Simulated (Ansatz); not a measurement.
## Work function of Pt(111): what the settings cost and change: slab, setting PBE, Ansatz PAW (420 eV)

Ansatz 0.2.0; plane-wave DFT, PBE, Ansatz PAW.

A work function rests on the faint tail of the density, so the SCF threshold is tight. PBE on the default files comes first; the next runs keep the geometry and change functional or files, each at the cutoff that its files recommend; a relaxation and, for heavy metals, spin-orbit coupling close the ladder.

input.yaml reads:

```yaml
crystal:
  lattice:
    - [2.7718585823, 0.0, 0.0]
    - [1.3859292911, 2.4004999479, 0.0]
    - [0.0, 0.0, 31.5792783313]
  atoms:
    - { symbol: Pt, position: [0.0, 0.0, 0.2849970131] }
    - { symbol: Pt, position: [0.3333333333, 0.3333333333, 0.3566646754] }
    - { symbol: Pt, position: [0.6666666667, 0.6666666667, 0.4283323377] }
    - { symbol: Pt, position: [0.0, 0.0, 0.5] }
    - { symbol: Pt, position: [0.3333333333, 0.3333333333, 0.5716676623] }
    - { symbol: Pt, position: [0.6666666667, 0.6666666667, 0.6433353246] }
    - { symbol: Pt, position: [0.0, 0.0, 0.7150029869] }
kpoints:
  mp_grid: { grid: [17, 17, 1] }
hamiltonian:
  xc: pbe
scf:
  occupations: { method: fermi_dirac, width: 0.1 }
  convergence: { dr2_threshold: 1.0e-09 }
efield:
  axis: 3
  dipole_correction: true
  ramp_position: 0.97
  ramp_width: 0.06
output:
  write_potential: true
  write_density: true
  volumetric_format: npy
  elf: true
```

The run is started by

```
> ansatz run input.yaml --threads 4 --pin off --max-ram 6144MiB --backend cpu --events-out ev --progress --plain --runs-dir out
```

Q: Predict the work function, upper face; and electron's electrostatic potential energy less the Fermi level against z.

In the vacuum the potential turns flat, and its height over the Fermi level, 5.66 eV, is the work function of the face beside that plateau.

ELF in the ca plane at fractional y = 0.000, with atoms of Pt within 0.2 Å of it. It is the smooth field of the valence electrons, not physical close to the nuclei.

Valence density in the ca plane at fractional y = 0.000, with atoms of Pt within 0.2 Å of it.

Numbers from this step:

```
work function, upper face : 5.663 eV
```

Running mean over 2.263 Å of the planar mean; the ramp of the sawtooth is left out. Table of electron's electrostatic potential energy less the Fermi level by z:

z (Å), electron's electrostatic potential energy less the Fermi level (eV) and a bar from the least value:
```
        4        5.7 ##############################
        5        5.7 ##############################
        6        5.6 ##############################
        7        4.6 ############################
        8       -5.0 ############
        9      -11.6 #
       10      -12.1 
       11      -12.2 
       12      -12.3 
       13      -12.3 
       14      -12.3 
       15      -12.3 
       16      -12.3 
       17      -12.3 
       18      -12.3 
       19      -12.3 
       20      -12.3 
       21      -12.1 
       22      -12.0 #
       23      -10.4 ###
       24        0.3 #####################
       25        5.4 #############################
       26        5.6 ##############################
       27        5.7 ##############################
       28        5.7 ##############################
```

Electrostatic potential energy in the ca plane at fractional y = 0.000, with atoms of Pt within 0.2 Å of it. With pseudopotentials it is smooth inside the atoms' cores, unlike the true potential.

Ten even steps from '0' (-65 eV) to '9' (15 eV), each cell a mean:
```
99999999984000589999999999997200179999999999
89999888986324799888999888998522589999999999
78998768998777898767899867899877899999999999
57887557899999998656898755799999999999999999
68998667899888998756898766899988999999999999
88998878997545899878999878898744689999999999
99999999985102689999999999997300379999999999
99999999973000489999999999996100169999999999
```
Columns run along c (16.0 Å, from fractional 0.37 to 0.87 of the cell; values clipped at the 3rd and 97th percentile), rows up along a (2.8 Å). Atoms in or near the plane, at fractional coordinates: Pt at (0.50, 0.00), Pt at (0.72, 0.00).

Values, 5 rows by 16 columns, each cell a mean:
```
0.21 0.19 0.25 0.34 0.64 0.34 0.25 0.19 0.21 0.24 0.43 0.63 0.28 0.07 0.01 0.00
0.30 0.27 0.33 0.26 0.36 0.26 0.33 0.27 0.30 0.30 0.27 0.36 0.22 0.05 0.00 0.00
0.33 0.30 0.40 0.24 0.27 0.24 0.40 0.30 0.33 0.36 0.23 0.29 0.20 0.04 0.00 0.00
0.26 0.24 0.29 0.29 0.48 0.29 0.29 0.24 0.26 0.27 0.33 0.47 0.24 0.06 0.00 0.00
0.19 0.17 0.25 0.36 0.67 0.36 0.25 0.17 0.19 0.24 0.46 0.65 0.30 0.07 0.01 0.00
```
Columns run along c (16.0 Å, from fractional 0.37 to 0.87 of the cell), rows up along a (2.8 Å). Atoms in or near the plane, at fractional coordinates: Pt at (0.50, 0.00), Pt at (0.72, 0.00).

Ten steps, logarithmic in the rise over the least value, from '0' (0 e/Å³) to '9' (11 e/Å³), each cell a mean:
```
22112222247998632222212222235899852000000000
33223333235787532333222333324677631000000000
54333554323454323454323455323455421000000000
64334565322333223565433566432233211000000000
54334554323343223555333455422333321000000000
43223443334676433344322344323566531000000000
32222332236898632333222233224799742000000000
22112222247999632222211222235899852100000000
```
Columns run along c (16.0 Å, from fractional 0.37 to 0.87 of the cell), rows up along a (2.8 Å). Atoms in or near the plane, at fractional coordinates: Pt at (0.50, 0.00), Pt at (0.72, 0.00).

[Logs are printed without paths, hosts, clocks, repeated set-up lines and the standing remarks that a program may print on its own settings, such as how far it seeks lower states.]

[Hosts, paths, dates, database ids (printed as entryN), source tags and the programs' standing remarks are cut or masked in the printed files.]

[Maps of the electrostatic potential energy from Ansatz leave out the sawtooth potential of an applied field or a dipole correction, so their vacuum need not be flat; planar profiles and work functions include it.]
